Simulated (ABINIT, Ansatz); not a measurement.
# SnSe2 (P-3m1): zone-centre phonons

Aim: the zone-centre modes of SnSe2 (P-3m1).

Program: ABINIT 10.8.3. Level of theory: DFT LDA, scalar-relativistic, plane waves, HGH norm-conserving pseudopotentials. Results are calculated unless marked as measured.

Most raw output is cut from this account.

## Step 1: The starting structure

It takes space group P-3m1 (No. 164, trigonal). The conventional cell has a = 3.807 Å, b = 3.807 Å, c = 5.867 Å, α = 90.00°, β = 90.00°, γ = 120.00°. Nearest to Sn lie 6 Se at 2.70 Å. Se has 3 Sn at 2.70 Å nearest. Farther neighbours and most contacts between anions are not listed.

## Step 2: Relaxing the cell and atoms

Frequencies change by per cents with a per cent of volume, so the structure is first brought to rest at this level of theory.

The starting cell comes from a relaxation made beforehand in Ansatz (LDA, PseudoDojo NC).

Contents of relax.abi:

```
# relaxation
ionmov 2
optcell 2
ecutsm 0.5
dilatmx 1.08
ntime 40
tolmxf 2.0d-06
tolvrs 1.0d-14
prtwf 0
prtden 0
chksymtnons 0

# basis, mesh and filling
ecut 20.0
ixc 7
ngkpt 9 9 6
nshiftk 1
shiftk 0.0 0.0 0.0
istwfk *1
occopt 7
tsmear 0.001
nband 14
nstep 100
diemac 9.0
prtebands 0
prtgsr 0
useylm 1

# cell and atoms
acell 3*1.0 Angstrom
rprim 
    3.806507736 0.0 0.0
    -1.903253868 3.296532399 0.0
    0.0 0.0 5.867186813
ntypat 2
znucl 50 34
natom 3
typat 1 2 2
xred 
    0.0 0.0 0.0
    1/3 2/3 0.2686968963
    2/3 1/3 0.7313031037
pp_dirpath "./pseudo"
pseudos "Sn.hgh, Se.hgh"
```

Started as:

```sh
OMP_NUM_THREADS=1 mpirun -n 2 abinit relax.abi > relax.log
```

Elapsed: 4.3 min, on 2 MPI ranks of AMD EPYC 9R45, shared host; 7.9 min of CPU time.

Step by step:

```
step  energy less that of the first step (eV)  largest force (eV/Å)  volume (Å³)
   1                                   0.0000                0.0999        73.62
   2                                  -0.0007                0.0758        73.48
   3                                  -0.0015                0.0070        73.07
   4                                  -0.0015                0.0083        73.08
   5                                  -0.0016                0.0200        73.19
   6                                  -0.0016                0.0191        73.21
   7                                  -0.0017                0.0143        73.22
   8                                  -0.0017                0.0097        73.23
   9                                  -0.0017                0.0023        73.27
  10                                  -0.0017                0.0021        73.33
  11                                  -0.0017                0.0018        73.37
  12                                  -0.0017                0.0004        73.38
  13                                  -0.0017                0.0000        73.38
```

```
conventional cell, symmetrised  before  after  change
                         a (Å)   3.807  3.793  -0.3 %
                         b (Å)   3.807  3.793  -0.3 %
                         c (Å)   5.867  5.888  +0.4 %
              volume (Å³/atom)   24.54  24.46  -0.3 %
```

The atoms that moved most (Å, as changes of fractional coordinates times the final cell):

```
atom     dx     dy      dz  length
 Se2  0.000  0.000  -0.012   0.012
 Se3  0.000  0.000   0.012   0.012
```

The relaxed structure:

```
Sn Se
1.0
     3.79349    0.00000    0.00000
    -1.89675    3.28526    0.00000
     0.00000    0.00000    5.88795
Sn Se
1 2
Direct
  0.00000 0.00000 0.00000
  0.33333 0.66667 0.26660
  0.66667 0.33333 0.73340
```

Read from the output:

| Property | Result |
| --- | --- |
| volume per atom | 24.46 Å³ |
| pressure | -5.01e-5 GPa |
| gap on the k-mesh | 0.2033 eV |

The volume changes by -0.3 % from the cell with which this run began.

## Step 3: Ground state

The response is built on these wavefunctions, so the potential is converged far more tightly than an energy would need. Occupations are smeared.

Contents of gs.abi:

```
# ground state
tolvrs 1.0d-16
prtden 1
prtwf 1

# basis, mesh and filling
ecut 20.0
ixc 7
ngkpt 9 9 6
nshiftk 1
shiftk 0.0 0.0 0.0
istwfk *1
occopt 7
tsmear 0.001
nband 14
nstep 100
diemac 9.0
prtebands 0
prtgsr 0
useylm 1

# cell and atoms
acell 3*1.0 Angstrom
rprim 
    3.793490687 0.0 0.0
    -1.896745343 3.285259304 0.0
    0.0 0.0 5.887951904
ntypat 2
znucl 50 34
natom 3
typat 1 2 2
xred 
    0.0 0.0 0.0
    1/3 2/3 0.2665995335
    2/3 1/3 0.7334004665
pp_dirpath "./pseudo"
pseudos "Sn.hgh, Se.hgh"
```

Started as:

```sh
OMP_NUM_THREADS=1 mpirun -n 2 abinit gs.abi > gs.log
```

It took 28 s on 2 MPI ranks; 45 s of CPU time.

Numbers from this step:

```
pressure          : -1.185 GPa
gap on the k-mesh : 0.2041 eV
```

The cell stands at -1.2 GPa: the relaxation ran with a smoothed cutoff, and the difference is a stress of the finite basis.

## Step 4: Linear response at Γ

At q = 0 one unit cell holds all displacements. The response is solved for single atoms along the cell's directions, and symmetry skips those that follow from others. The crystal is treated as a metal, which screens a static field, so no field response is asked.

Contents of dfpt_gamma.abi:

```

# common to the responses
getwfk_filepath "gso_WFK"
kptopt 2
nqpt 1
qpt 0.0 0.0 0.0
asr 0
chneut 0

# displacements
rfphon 1
rfatpol 1 3
rfdir 1 1 1
tolvrs 1.0d-10
prtwf 0

# basis, mesh and filling
ecut 20.0
ixc 7
ngkpt 9 9 6
nshiftk 1
shiftk 0.0 0.0 0.0
istwfk *1
occopt 7
tsmear 0.001
nband 14
nstep 100
diemac 9.0
prtebands 0
prtgsr 0
useylm 1

# cell and atoms
acell 3*1.0 Angstrom
rprim 
    3.793490687 0.0 0.0
    -1.896745343 3.285259304 0.0
    0.0 0.0 5.887951904
ntypat 2
znucl 50 34
natom 3
typat 1 2 2
xred 
    0.0 0.0 0.0
    1/3 2/3 0.2665995335
    2/3 1/3 0.7334004665
pp_dirpath "./pseudo"
pseudos "Sn.hgh, Se.hgh"
```

Started as:

```sh
OMP_NUM_THREADS=1 mpirun -n 2 abinit dfpt_gamma.abi > dfpt_gamma.log
```

Elapsed: 3.2 min, on 2 MPI ranks; 5.1 min of CPU time.

Numbers from this step:

```yaml
largest_acoustic_frequency_at_the_zone_centre_before_the_sum_rule: 2.93 cm⁻¹
highest_optical_zone_centre_mode_no_lo_to_term: 241.6 cm⁻¹
lowest_optical_zone_centre_mode: 126.5 cm⁻¹
```

The acoustic modes at Γ come out as far as 2.9 cm⁻¹ from zero, where they should vanish, a small numerical error.

## Step 5: Modes with the sum rule

anaddb reads the merged derivatives and imposes the acoustic sum rule.

Contents of anaddb.abi:

```
ddb_filepath "gamma_DDB"
output_file "anaddb.abo"
outdata_prefix "anaddb"
asr 1
chneut 1
enunit 2
eivec 1
nph1l 1
qph1l 0.0 0.0 0.0 1.0
```

Contents of mrgddb.in:

```
gamma_DDB
merged
2
dfpt_gammao_DDB
gso_DDB
```

Started as:

```sh
mrgddb < mrgddb.in > mrgddb.log
OMP_NUM_THREADS=1 anaddb anaddb.abi > anaddb.log
```

Run time: 0.72 s. Hardware: 1 thread.

This step gave:

```yaml
lowest_optical_zone_centre_mode: 126.4 cm⁻¹
```

Zone-centre frequencies as printed; negative means imaginary. Modes:

```
mode  frequency (cm⁻¹)
   1                 0
   2                 0
   3                 0
   4             126.4
   5             126.4
   6             141.8
   7             141.8
   8             181.6
   9             241.6
```

The rule moves no optical mode by more than 0.1 cm⁻¹.

## Step 6: Outcome

```
space group after relaxation                                           : P-3m1
volume per atom                                                        : 24.5 Å³
gap on the k-mesh                                                      : 0.204 eV
highest optical zone-centre mode (no LO-TO term)                       : 241.6 cm⁻¹
lowest optical zone-centre mode                                        : 126.4 cm⁻¹
imaginary optical modes at the zone centre (no q mesh in this session) : none
```

At the LDA level the optical modes of SnSe2 (P-3m1) at the zone centre run from 126 to 242 cm⁻¹. The base run prints -1.2 GPa, mostly the error of a finite basis; the relaxation, with a smoothed cutoff, had brought the cell to rest. A gap of 0.20 eV stands on the final mesh although smearing was kept, so ε∞, Born charges and the LO-TO term are missing. These are harmonic frequencies at zero temperature: anharmonic shifts and linewidths and thermal expansion are left out. The HGH files keep few electrons and have no core correction, which is cheap but rough for Sn.

[Host names and launcher messages were left out of these logs when they were recorded.]

[Logs are printed without paths, hosts, clocks, repeated set-up lines and the standing remarks that a program may print on its own settings, such as how far it seeks lower states.]

[Hosts, paths, dates, database ids (printed as entryN), source tags and the programs' standing remarks are cut or masked in the printed files.]
